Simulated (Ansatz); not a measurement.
## N on W(100): change of the work function

Wanted: Δφ(θ) for N/W(100), starting from the hollow site.

Program: Ansatz 0.2.0. Level of theory: plane-wave DFT, PBE, Ansatz PAW. Results are calculated unless marked as measured.

**1. Starting point**

The cell holds 5 atoms: 5 W. Cell: a = 3.160 Å, b = 3.160 Å, c = 24.320 Å, α = 90.0°, β = 90.0°, γ = 90.0°. Vacuum lies along c.

**2. The clean slab**

The bare slab comes first, as the zero from which every change is counted. The two lowest layers are held at bulk places and the upper ones relax. The dipole correction removes the false field that a one-sided slab makes across the periodic vacuum, so each face gets a flat vacuum level of its own.

File input.yaml:

```yaml
crystal:
  lattice:
    - [3.16, 0.0, 0.0]
    - [0.0, 3.16, 0.0]
    - [0.0, 0.0, 24.32]
  atoms:
    - { symbol: W, position: [0.0, 0.0, 0.3700657895] }
    - { symbol: W, position: [0.5, 0.5, 0.4350328947] }
    - { symbol: W, position: [0.0, 0.0, 0.5] }
    - { symbol: W, position: [0.5, 0.5, 0.5649671053] }
    - { symbol: W, position: [0.0, 0.0, 0.6299342105] }
kpoints:
  mp_grid: { grid: [12, 12, 1] }
hamiltonian:
  xc: pbe
scf:
  occupations: { method: fermi_dirac, width: 0.1 }
  convergence: { dr2_threshold: 1.0e-08 }
efield:
  axis: 3
  dipole_correction: true
  ramp_position: 0.97
  ramp_width: 0.06
relax:
  f_tol: 0.02
  max_steps: 60
  constraints: [{ sites: [0, 1] }]
output:
  write_potential: true
  write_density: true
  volumetric_format: npy
```

Command:

```
$ ansatz run input.yaml --threads 4 --pin off --max-ram 6144MiB --backend cpu --events-out ev --progress --plain --runs-dir out
```

Numbers of over 12 decimals in the logs are rounded to 6 here.

Output:

```text
Engine: ansatz 0.2.0, x86_64-unknown-linux-gnu
Pseudopotentials: kind: paw
Pseudopotential: W, paw, valence charge 14, recommended cutoff 420 eV (normal), W.paw.azcp
Functional definition: PBE
  parameter kappa = 0.804
  parameter beta = 0.066725
  exchange = pbe_x(kappa = kappa, mu = beta*pi^2/3)
  correlation = pbe_c(beta = beta)
Crystal: 5 atoms, lattice volume = 242.850 Å³
Basis set: ecut = 420 eV, 4785 PW (Γ), exchange–correlation on 48×48×360 points (8 copies of the dense FFT grid, shifted against one another)
Bands: 42, of which v1, the nominal top of the filled ones, is band 35 counted from 1 (34 counted from 0)
Symmetry: 8 space group operations
k-points: 28 of 144
Non-local potential: W, projectors of the file, l = 0: 3, l = 1: 2, l = 2: 2, l = 3: 1
PAW form: soft (Blöchl's): semilocal exchange-correlation on the pseudo side does not see the compensation charge
PAW one-centre angular grid: W, 590 points (default); XC on 64 Gauss nodes
Initial density: superposition of atomic densities (neutral atoms: chi_scale 0, normalization atom), corrected by the library's trained network
Initial wavefunctions: pseudopotential atomic-orbital guess
Functional: x = pbe(κ = 0.804, μ = 0.219515), c = pbe(β = 0.066725)
SCF iter   1: F=—  HF=-51918.951096 eV  |F-HF|=—  |Δ(HF+E_count)|=         —  Δρ=5.95e-3  dr2=2.55e-1  ethr=1.77e-3  p=0.000 e·Å  D=1.75e-13 V/Å  ΔV_dip=-0.00 eV  dr2_dipole=1.36e-7  V_vac-E_F(+/−)=4.35/4.35 eV  ⟨swp⟩=8.6  Hψ=5700  notcnv=0
efield: sawtooth ramp at fractional position 0.9700 (set: `efield.ramp_position`, or a place that a band, a saddle search or an elastic batch's reference lends), width 0.0600; the density the first Hamiltonian is built on has a dipole p = 0.000 e·Å; the dipole correction subtracts the counter field D = 1.75e-13 V/Å, which shifts the + side's vacuum level by -0.00 eV against the − side's; the planar-averaged density in the ramp window peaks in size at 1.3e-5 e/Å³
preconditioner: auto → LDOS  [metal: Δε(μ)=0.012 eV  Ē_g=4.218 eV  σ=0.100 eV  W_gap=0.03  n_scr=44 (ndim 8)  ℏωp=13.1 eV  f_vac=0.578  D(μ)=6.08/eV (n_scr^D=36)  β→1.0]
SCF iter   2: F=—  HF=-51918.934205 eV  |F-HF|=—  |Δ(HF+E_count)|=   1.69e-2  Δρ=4.40e-3  dr2=1.09e-1  ethr=3.64e-4  p=0.000 e·Å  D=4.17e-6 V/Å  ΔV_dip=-0.00 eV  dr2_dipole=3.08e-7  V_vac-E_F(+/−)=4.26/4.26 eV  ⟨swp⟩=2.3  Hψ=2028  notcnv=0
SCF iter   3: F=—  HF=-51918.923000 eV  |F-HF|=—  |Δ(HF+E_count)|=   1.12e-2  Δρ=1.09e-3  dr2=7.42e-3  ethr=1.56e-4  p=0.000 e·Å  D=2.29e-6 V/Å  ΔV_dip=-0.00 eV  dr2_dipole=1.80e-8  V_vac-E_F(+/−)=4.26/4.26 eV  ⟨swp⟩=2.0  Hψ=1782  notcnv=0
SCF iter   4: F=—  HF=-51918.923163 eV  |F-HF|=—  |Δ(HF+E_count)|=   1.63e-4  Δρ=3.17e-4  dr2=3.30e-4  ethr=1.06e-5  p=0.000 e·Å  D=1.72e-6 V/Å  ΔV_dip=-0.00 eV  dr2_dipole=1.10e-9  V_vac-E_F(+/−)=4.24/4.24 eV  ⟨swp⟩=2.3  Hψ=1596  notcnv=0
SCF iter   5: F=—  HF=-51918.923250 eV  |F-HF|=—  |Δ(HF+E_count)|=   8.72e-5  Δρ=1.24e-4  dr2=3.15e-5  ethr=4.72e-7  p=0.000 e·Å  D=1.00e-6 V/Å  ΔV_dip=-0.00 eV  dr2_dipole=1.10e-10  V_vac-E_F(+/−)=4.23/4.23 eV  ⟨swp⟩=3.1  Hψ=2006  notcnv=0
SCF iter   6: F=—  HF=-51918.923288 eV  |F-HF|=—  |Δ(HF+E_count)|=   3.79e-5  Δρ=4.16e-5  dr2=4.77e-6  ethr=4.50e-8  p=0.000 e·Å  D=2.04e-7 V/Å  ΔV_dip=-0.00 eV  dr2_dipole=2.62e-12  V_vac-E_F(+/−)=4.23/4.23 eV  ⟨swp⟩=2.6  Hψ=2048  notcnv=0
SCF iter   7: F=—  HF=-51918.923579 eV  |F-HF|=—  |Δ(HF+E_count)|=   2.92e-4  Δρ=1.09e-5  dr2=2.41e-7  ethr=6.81e-9  p=0.000 e·Å  D=5.52e-8 V/Å  ΔV_dip=-0.00 eV  dr2_dipole=5.97e-12  V_vac-E_F(+/−)=4.23/4.23 eV  ⟨swp⟩=3.0  Hψ=2272  notcnv=0
SCF iter   8: F=—  HF=-51918.923580 eV  |F-HF|=—  |Δ(HF+E_count)|=   8.24e-7  Δρ=2.94e-6  dr2=3.53e-8  ethr=3.45e-10  p=0.000 e·Å  D=1.23e-9 V/Å  ΔV_dip=-0.00 eV  dr2_dipole=2.46e-13  V_vac-E_F(+/−)=4.23/4.23 eV  ⟨swp⟩=3.1  Hψ=2338  notcnv=0
SCF iter   9: F=-51918.923580 eV  HF=-51918.923580 eV  |F-HF|=8.21e-9  |Δ(HF+E_count)|=   5.96e-8  Δρ=8.66e-7  dr2=5.36e-9  ethr=1.43e-11  p=-0.000 e·Å  D=-1.94e-8 V/Å  ΔV_dip=0.00 eV  dr2_dipole=1.36e-12  V_vac-E_F(+/−)=4.23/4.23 eV  ⟨swp⟩=11.4  Hψ=9033  notcnv=0
SCF 1 converged in 9 iterations: F = -51918.923580 eV  dr2 = 5.36e-9
  greatest PAW one-centre occupation: 1.000 electrons in one spin orbital (limit 2), on the W atom at site 0 (counted from 0), in its partial waves of l = 0
relax step   1: F+E_penalty+E_count = -51918.92358024 eV  Δ(F+E_penalty+E_count) = +0.000e0 eV  max|allowed force component| = 1.592e0 eV/Å  Δτ_max = 0.0000 Å  (9 SCF iters, accepted)
Initial density: handed on by an earlier stage of this run
Initial wavefunctions: those handed on with the density
SCF iter   1: F=—  HF=-51918.860676 eV  |F-HF|=—  |Δ(HF+E_count)|=         —  Δρ=1.54e-2  dr2=6.16e0  ethr=3.10e-3  p=-0.000 e·Å  D=-1.58e-7 V/Å  ΔV_dip=0.00 eV  dr2_dipole=1.87e0  V_vac-E_F(+/−)=4.30/4.30 eV  ⟨swp⟩=6.5  Hψ=3751  notcnv=0
efield: sawtooth ramp at fractional position 0.9700 (set: `efield.ramp_position`, or a place that a band, a saddle search or an elastic batch's reference lends), width 0.0600; the density the first Hamiltonian is built on has a dipole p = -0.000 e·Å; the dipole correction subtracts the counter field D = -1.58e-7 V/Å, which shifts the + side's vacuum level by +0.00 eV against the − side's; the planar-averaged density in the ramp window peaks in size at 1.5e-6 e/Å³
preconditioner: auto → LDOS  [metal: Δε(μ)=0.006 eV  Ē_g=4.379 eV  σ=0.100 eV  W_gap=0.01  n_scr=44 (ndim 8)  ℏωp=13.1 eV  f_vac=0.587  D(μ)=5.24/eV (n_scr^D=14)  β→1.0]
SCF iter   2: F=—  HF=-51918.713987 eV  |F-HF|=—  |Δ(HF+E_count)|=   1.47e-1  Δρ=5.16e-3  dr2=4.47e-1  ethr=3.10e-3  p=0.010 e·Å  D=7.11e-3 V/Å  ΔV_dip=-0.17 eV  dr2_dipole=4.53e-2  V_vac-E_F(+/−)=4.02/4.20 eV  ⟨swp⟩=2.5  Hψ=1825  notcnv=0
SCF iter   3: F=—  HF=-51918.691291 eV  |F-HF|=—  |Δ(HF+E_count)|=   2.27e-2  Δρ=2.17e-3  dr2=7.74e-2  ethr=6.38e-4  p=0.001 e·Å  D=9.34e-4 V/Å  ΔV_dip=-0.02 eV  dr2_dipole=4.37e-3  V_vac-E_F(+/−)=4.21/4.23 eV  ⟨swp⟩=2.5  Hψ=1825  notcnv=0
SCF iter   4: F=—  HF=-51918.684661 eV  |F-HF|=—  |Δ(HF+E_count)|=   6.63e-3  Δρ=4.62e-4  dr2=2.96e-3  ethr=1.11e-4  p=0.004 e·Å  D=2.87e-3 V/Å  ΔV_dip=-0.07 eV  dr2_dipole=7.96e-4  V_vac-E_F(+/−)=4.16/4.23 eV  ⟨swp⟩=2.2  Hψ=1741  notcnv=0
SCF iter   5: F=—  HF=-51918.684364 eV  |F-HF|=—  |Δ(HF+E_count)|=   2.97e-4  Δρ=1.49e-4  dr2=1.60e-4  ethr=4.23e-6  p=0.004 e·Å  D=3.15e-3 V/Å  ΔV_dip=-0.08 eV  dr2_dipole=3.00e-6  V_vac-E_F(+/−)=4.15/4.23 eV  ⟨swp⟩=2.4  Hψ=1933  notcnv=0
[...]
SCF iter   5: F=—  HF=-51919.034444 eV  |F-HF|=—  |Δ(HF+E_count)|=   9.55e-5  Δρ=1.12e-4  dr2=5.69e-5  ethr=4.38e-7  p=0.007 e·Å  D=5.15e-3 V/Å  ΔV_dip=-0.13 eV  dr2_dipole=1.35e-6  V_vac-E_F(+/−)=4.13/4.25 eV  ⟨swp⟩=3.0  Hψ=2336  notcnv=0
SCF iter   6: F=—  HF=-51919.034436 eV  |F-HF|=—  |Δ(HF+E_count)|=   8.51e-6  Δρ=3.86e-5  dr2=9.60e-6  ethr=8.13e-8  p=0.007 e·Å  D=5.01e-3 V/Å  ΔV_dip=-0.12 eV  dr2_dipole=2.38e-6  V_vac-E_F(+/−)=4.13/4.25 eV  ⟨swp⟩=2.0  Hψ=1754  notcnv=0
SCF iter   7: F=—  HF=-51919.034732 eV  |F-HF|=—  |Δ(HF+E_count)|=   2.97e-4  Δρ=1.68e-5  dr2=1.14e-6  ethr=1.37e-8  p=0.006 e·Å  D=4.83e-3 V/Å  ΔV_dip=-0.12 eV  dr2_dipole=2.79e-7  V_vac-E_F(+/−)=4.13/4.25 eV  ⟨swp⟩=2.3  Hψ=1674  notcnv=0
SCF iter   8: F=—  HF=-51919.034732 eV  |F-HF|=—  |Δ(HF+E_count)|=   3.20e-7  Δρ=6.21e-6  dr2=1.03e-7  ethr=1.62e-9  p=0.006 e·Å  D=4.79e-3 V/Å  ΔV_dip=-0.12 eV  dr2_dipole=1.64e-10  V_vac-E_F(+/−)=4.13/4.25 eV  ⟨swp⟩=2.5  Hψ=1992  notcnv=0
SCF iter   9: F=—  HF=-51919.034733 eV  |F-HF|=—  |Δ(HF+E_count)|=   1.32e-7  Δρ=2.56e-6  dr2=3.69e-8  ethr=1.43e-11  p=0.006 e·Å  D=4.77e-3 V/Å  ΔV_dip=-0.12 eV  dr2_dipole=6.28e-10  V_vac-E_F(+/−)=4.13/4.25 eV  ⟨swp⟩=12.2  Hψ=9834  notcnv=0
SCF iter  10: F=-51919.034733 eV  HF=-51919.034733 eV  |F-HF|=8.20e-9  |Δ(HF+E_count)|=   8.29e-9  Δρ=7.82e-7  dr2=2.92e-9  ethr=1.43e-11  p=0.006 e·Å  D=4.77e-3 V/Å  ΔV_dip=-0.12 eV  dr2_dipole=2.49e-11  V_vac-E_F(+/−)=4.13/4.25 eV  ⟨swp⟩=9.2  Hψ=8754  notcnv=0
SCF 3 converged in 10 iterations: F = -51919.034733 eV  dr2 = 2.92e-9
relax step   3: F+E_penalty+E_count = -51919.03473260 eV  Δ(F+E_penalty+E_count) = -1.112e-1 eV  max|allowed force component| = 2.016e-1 eV/Å  Δτ_max = 0.0990 Å  (10 SCF iters, accepted)
SCF iter   1: F=—  HF=-51919.036585 eV  |F-HF|=—  |Δ(HF+E_count)|=         —  Δρ=7.31e-4  dr2=7.74e-3  ethr=3.62e-4  p=0.006 e·Å  D=4.77e-3 V/Å  ΔV_dip=-0.12 eV  dr2_dipole=1.41e-3  V_vac-E_F(+/−)=4.13/4.25 eV  ⟨swp⟩=1.9  Hψ=1723  notcnv=0
efield: sawtooth ramp at fractional position 0.9700 (set: `efield.ramp_position`, or a place that a band, a saddle search or an elastic batch's reference lends), width 0.0600; the density the first Hamiltonian is built on has a dipole p = 0.006 e·Å; the dipole correction subtracts the counter field D = 4.77e-3 V/Å, which shifts the + side's vacuum level by -0.12 eV against the − side's; the planar-averaged density in the ramp window peaks in size at 2.1e-6 e/Å³
preconditioner: auto → LDOS  [metal: Δε(μ)=0.017 eV  Ē_g=4.256 eV  σ=0.100 eV  W_gap=0.04  n_scr=44 (ndim 8)  ℏωp=13.1 eV  f_vac=0.581  D(μ)=6.09/eV (n_scr^D=36)  β→1.0]
SCF iter   2: F=—  HF=-51919.036460 eV  |F-HF|=—  |Δ(HF+E_count)|=   1.25e-4  Δρ=4.41e-4  dr2=2.28e-3  ethr=1.11e-5  p=0.006 e·Å  D=4.44e-3 V/Å  ΔV_dip=-0.11 eV  dr2_dipole=2.62e-5  V_vac-E_F(+/−)=4.14/4.25 eV  ⟨swp⟩=2.0  Hψ=1771  notcnv=0
SCF iter   3: F=—  HF=-51919.036277 eV  |F-HF|=—  |Δ(HF+E_count)|=   1.83e-4  Δρ=1.27e-4  dr2=1.73e-4  ethr=3.26e-6  p=0.006 e·Å  D=4.65e-3 V/Å  ΔV_dip=-0.11 eV  dr2_dipole=2.40e-8  V_vac-E_F(+/−)=4.14/4.25 eV  ⟨swp⟩=2.1  Hψ=1634  notcnv=0
SCF iter   4: F=—  HF=-51919.036254 eV  |F-HF|=—  |Δ(HF+E_count)|=   2.39e-5  Δρ=2.81e-5  dr2=2.75e-6  ethr=2.47e-7  p=0.006 e·Å  D=4.59e-3 V/Å  ΔV_dip=-0.11 eV  dr2_dipole=2.07e-8  V_vac-E_F(+/−)=4.14/4.25 eV  ⟨swp⟩=3.1  Hψ=1951  notcnv=0
SCF iter   5: F=—  HF=-51919.036537 eV  |F-HF|=—  |Δ(HF+E_count)|=   2.84e-4  Δρ=1.20e-5  dr2=5.50e-7  ethr=3.93e-9  p=0.006 e·Å  D=4.56e-3 V/Å  ΔV_dip=-0.11 eV  dr2_dipole=7.34e-9  V_vac-E_F(+/−)=4.14/4.25 eV  ⟨swp⟩=2.9  Hψ=2275  notcnv=0
SCF iter   6: F=—  HF=-51919.036538 eV  |F-HF|=—  |Δ(HF+E_count)|=   4.48e-7  Δρ=5.05e-6  dr2=1.34e-7  ethr=7.86e-10  p=0.006 e·Å  D=4.56e-3 V/Å  ΔV_dip=-0.11 eV  dr2_dipole=2.26e-9  V_vac-E_F(+/−)=4.14/4.25 eV  ⟨swp⟩=2.3  Hψ=1807  notcnv=0
SCF iter   7: F=—  HF=-51919.036538 eV  |F-HF|=—  |Δ(HF+E_count)|=   1.56e-7  Δρ=1.70e-6  dr2=1.87e-8  ethr=1.91e-10  p=0.006 e·Å  D=4.56e-3 V/Å  ΔV_dip=-0.11 eV  dr2_dipole=2.65e-10  V_vac-E_F(+/−)=4.14/4.25 eV  ⟨swp⟩=2.4  Hψ=1681  notcnv=0
SCF iter   8: F=-51919.036538 eV  HF=-51919.036538 eV  |F-HF|=8.22e-10  |Δ(HF+E_count)|=   2.06e-8  Δρ=2.86e-7  dr2=4.82e-10  ethr=1.43e-11  p=0.006 e·Å  D=4.56e-3 V/Å  ΔV_dip=-0.11 eV  dr2_dipole=4.91e-11  V_vac-E_F(+/−)=4.14/4.25 eV  ⟨swp⟩=11.2  Hψ=8810  notcnv=0
SCF 4 converged in 8 iterations: F = -51919.036538 eV  dr2 = 4.82e-10
relax step   4: F+E_penalty+E_count = -51919.03653794 eV  Δ(F+E_penalty+E_count) = -1.805e-3 eV  max|allowed force component| = 1.013e-2 eV/Å  Δτ_max = 0.0132 Å  (8 SCF iters, accepted)
NSCF: frozen V_eff on 28 k-points
the band table was solved once a step of the walk had ended and its energy, with any forces and stress, was formed, with the checks that follow a solve (5699 applications of the Hamiltonian). They found nothing against the state; the energy, forces and stress were not computed again (output.eigenvalues in the input reference)
WARN: The output density's exchange-correlation potential varies sharply where the density is thin. Do not read a vacuum level from v_tot or v_xc, or from such a field of the output density. On a cell that repeats whose density bears no net charge and no dipole along the vacuum's axis use v_es (v_loc + v_h of the components); under efield.dipole_correction with no amplitude use v_es + v_field, which holds any externa [...]
SCF converged after 8 iterations
Free energy (F): -51919.036538 eV
Harris-Foulkes:  -51919.036538 eV  (|F-HF|=8.22e-10)
Internal energy: -51918.841452 eV  (E = F + TS)
E sigma→0 (E₀):  -51918.938995 eV
Entropy (-TS):   -0.195086 eV (-39.017 meV/atom)
Fermi energy:    4.625999 eV
Dipole field:    D = 0.004553 V/Å  (p = 0.006111 e·Å, saw-weighted, corrected)
Work function:   Φ+ = 4.1402 eV   Φ− = 4.2509 eV
Levels:          The Fermi level and band energies are counted from a zero that moves with the ramp; work functions are not
--- Per-component energies (eV) ---
  E_band       = -1645.874116
  E_kinetic    = 2239.392052
  E_local      = -86026.431522  (includes V_loc(G=0)·N_el)
  E_nonlocal   = 8.030762
  E_hartree    = 41971.393688
  E_xc         = -1327.462600
  E_vxc        = -1184.410985  (∫ρ·V_xc dr)
  E_paw        = -42812.968297  (= ΣΔE_a)
  E_vpaw       = -625.239658  (= ΣTr[D̂ρ^β])
  E_aug_tail   = -0.000292  (compensation charges beyond the density's cutoff)
  E_efield     = 0.000014  (sawtooth field / dipole correction)
  E_vefield    = 0.001484  (∫n·V_field dr)
  E_ewald      = 34029.204743
  E_smearing   = -0.195086  (= −TS)
  E_closure    = -0.000000  (closes the sum)
  Σ components = -51919.036538   (vs F -51919.036538, Δ=0.00e0)
--- Forces (eV/Å), atoms counted from 1 ---
  atom   1  W      0.00000000    -0.00000000     1.17619821
  atom   2  W     -0.00000000     0.00000000    -1.16365804
  atom   3  W      0.00000000     0.00000000     0.00643864
  atom   4  W     -0.00000000    -0.00000000    -0.00883332
  atom   5  W     -0.00000000     0.00000000    -0.01013388
  max |Σ_I F_I| component: 1.16e-5 eV/Å
--- Band table (eV; the first three rows and the last of 28) ---
  k-point 0: bands = [... 31 lower, 3.9668, 3.9668, 4.2629, 4.3964, 4.5526, 4.7209, 4.7256, 4.7256, ... 3 higher]
  k-point 1: bands = [... 31 lower, 3.9951, 4.0760, 4.0848, 4.3099, 4.4402, 4.6657, 5.2346, 5.2855, ... 3 higher]
  k-point 2: bands = [... 31 lower, 3.8308, 3.8974, 3.9275, 4.0569, 4.7980, 5.0730, 5.4757, 5.6383, ... 3 higher]
  k-point 27: bands = [... 31 lower, 3.6812, 3.6812, 6.3929, 6.3929, 6.4506, 6.5904, 7.0051, 7.0051, ... 3 higher]
--- Relaxed structure (4 steps of the walk, 3 accepted, 0 SCFs on fresh bases) ---
  F+E_penalty+E_count = -51919.03653794 eV   max|allowed force component| = 1.013e-2 eV/Å
  atoms:
    - { symbol: W, position: [0.0, 0.0, 0.3700657895] }
    - { symbol: W, position: [0.500000, 0.500000, 0.435033] }
    - { symbol: W, position: [0, 0, 0.499966] }
    - { symbol: W, position: [0.500000, 0.500000, 0.567590] }
    - { symbol: W, position: [-5.27492653812538e-18, 0, 0.626407] }
```

Run time: 23 s. Hardware: 4 threads of Intel Xeon Platinum 8259CL at 2.50GHz (Skylake/Cascade Lake), shared host; peak memory 0.7 GiB.

The steps of the relaxation:

```tsv
step	energy less that of the first step (eV)	largest force component (eV/Å)
1	0.0000	1.5923
2	0.2389	2.9711
3	-0.1112	0.2016
4	-0.1130	0.0101
```

Relaxation step 2 was tried and not accepted.

Forces are held to the 8 operations that the run works with; a distortion that breaks them can't arise in this run.

The atoms that moved most (Å):

```tsv
atom	dx	dy	dz	length
W5	0.000	0.000	-0.086	0.086
W4	0.000	0.000	0.064	0.064
```

Numbers from this step:

```
energy at zero smearing        : -51918.9390 eV
work function, upper face      : 4.140 eV
work function, lower face      : 4.251 eV
dipole along the normal        : 0.006111 e·Å
step between the vacuum levels : -0.1107 eV
```

Running mean over 1.58 Å of the planar mean; the ramp of the sawtooth is left out. Table of electron's electrostatic potential energy less the Fermi level by z:

```tsv
z (Å)	electron's electrostatic potential energy less the Fermi level (eV)
3	4.25
4	4.25
5	4.24
6	4.16
7	3.41
8	-2.58
9	-11.3
10	-12.4
11	-12.6
12	-12.6
13	-12.0
14	-13.4
15	-13.0
16	-5.21
17	2.77
18	3.99
19	4.12
20	4.14
21	4.14
```

The relaxation took 4 steps and lowered the energy by 0.11 eV; the largest force on the free atoms ends at 0.010 eV/Å.

The work function of the upper face is 4.14 eV.

[end of part 1 of 3]

[Logs are printed without paths, hosts, clocks, repeated set-up lines and the standing remarks that a program may print on its own settings, such as how far it seeks lower states.]

[Hosts, paths, dates, database ids (printed as entryN), source tags and the programs' standing remarks are cut or masked in the printed files.]

[Maps of the electrostatic potential energy from Ansatz leave out the sawtooth potential of an applied field or a dipole correction, so their vacuum need not be flat; planar profiles and work functions include it.]
